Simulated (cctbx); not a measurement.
# What is wrong with this refinement?

Cell a = 4.4880 Å, b = 4.4880 Å, c = 9.7290 Å, α = 90.00°, β = 90.00°, γ = 90.00°; space group P4/nmm (no. 129, origin choice 1). The compound is CeTaSbPd2.

The data are simulated with cctbx, not measured: Ag Kα, λ = 0.56087 Å, to d = 0.6 Å, 80 % of the full sphere, strongest reflection 40000 counts, noise from counting, a 3 % proportional error and a noise floor of 2 counts (s.d.); no absorption, and some extinction, which the refinements don't model.

An isotropic refinement with weights 1/σ² prints:

```text
Rint 0.030, 328 unique reflections to 0.60 A
cycle     R1     wR2    GooF  max shift (A)
   1  0.7714  0.9584  44.117   0.20292
   8  0.5507  0.8177  37.638   0.00048
final R1 0.5507 wR2 0.8177 GooF 37.638  parameters 8  data/parameter 41.0
atom        x        y        z      Ueq    occ   su(xyz)  su(Uiso or U11)
Ta1    0.50000  0.00000  0.06370   0.0149  1.000  0.00124  0.0035
Ce1    0.50000  0.00000  0.69721   0.0098  1.000  0.00171  0.0032
Sb1    0.50000  0.50000  0.50000   0.0541  1.000  0.00000  0.0110
Pd1    0.50000  0.00000  0.41013   0.0073  1.000  0.00246  0.0036
Pd2    0.50000  0.50000  0.00000   0.0342  1.000  0.00000  0.0079
difference map: max 370.66 min -227.32 rms 24.36
Q1    0.0000  0.5000  0.1975    2  373.62  1.02 A from Ce1
Q2    0.0000  0.5000  0.9232    2  351.47  0.13 A from Ta1
Q3    0.0000  0.5000  0.2989    2  350.72  0.04 A from Ce1
Q4    0.0000  0.5000  0.5772    2  274.23  0.12 A from Pd1
Q5    0.0000  0.0000  0.0423    4  202.52  0.41 A from Pd2
Q6    0.0000  0.0000  0.4611    4  185.19  0.38 A from Sb1
```

**Question.** Can this result stand? If not, what is the likely fault?

Mend it. The fault: start far from the minimum. Against the right model at the same level, R1 goes from 0.0090 to 0.5507 and GooF from 0.96 to 37.64, U of Sb1 swells from 0.0182 to 0.0541 Å², the top difference peak, 373.6 e/Å³, lies 1.02 Å from Ce1 and a hole of -227.3 e/Å³ opens. Least squares finds the nearest minimum, not the best.

The compound is CeTaSbPd2. The right model at the same level gives:

```text
Rint 0.030, 328 unique reflections to 0.60 A
cycle     R1     wR2    GooF  max shift (A)
   1  0.1227  0.3347  15.408   0.02906
   2  0.0090  0.0208   0.958   0.00000
final R1 0.0090 wR2 0.0208 GooF 0.958  parameters 8  data/parameter 41.0
atom        x        y        z      Ueq    occ   su(xyz)  su(Uiso or U11)
Ta1    0.50000  0.00000  0.12088   0.0130  1.000  0.00002  0.0000
Ce1    0.50000  0.00000  0.75661   0.0170  1.000  0.00002  0.0001
Sb1    0.50000  0.50000  0.50000   0.0182  1.000  0.00000  0.0001
Pd1    0.50000  0.00000  0.37834   0.0176  1.000  0.00003  0.0001
Pd2    0.50000  0.50000  0.00000   0.0203  1.000  0.00000  0.0001
difference map: max 0.53 min -1.05 rms 0.17
Q1    0.0000  0.3739  0.0026    8    0.54  1.33 A from Ta1
Q2    0.0000  0.5000  0.7642    2    0.51  1.12 A from Ta1
Q3    0.0000  0.2816  0.1106    8    0.50  1.62 A from Ce1
Q4    0.0000  0.5000  0.9296    2    0.48  0.49 A from Ta1
Q5    0.0000  0.3016  0.7309    8    0.47  1.39 A from Pd1
Q6    0.0000  0.1097  0.9709    8    0.45  0.57 A from Pd2
```

Isotropic U is held between 0.0001 and 1 Å² by the program, and listed peak heights are interpolated, so they can pass the grid's maximum.

The model was made for the exercise: a known structure type with other elements put in, its volume estimated, not relaxed; displacement parameters are assumed.

[Middle refinement cycles are left out of these outputs.]

[Logs are printed without paths, hosts, clocks, repeated set-up lines and the standing remarks that a program may print on its own settings, such as how far it seeks lower states.]
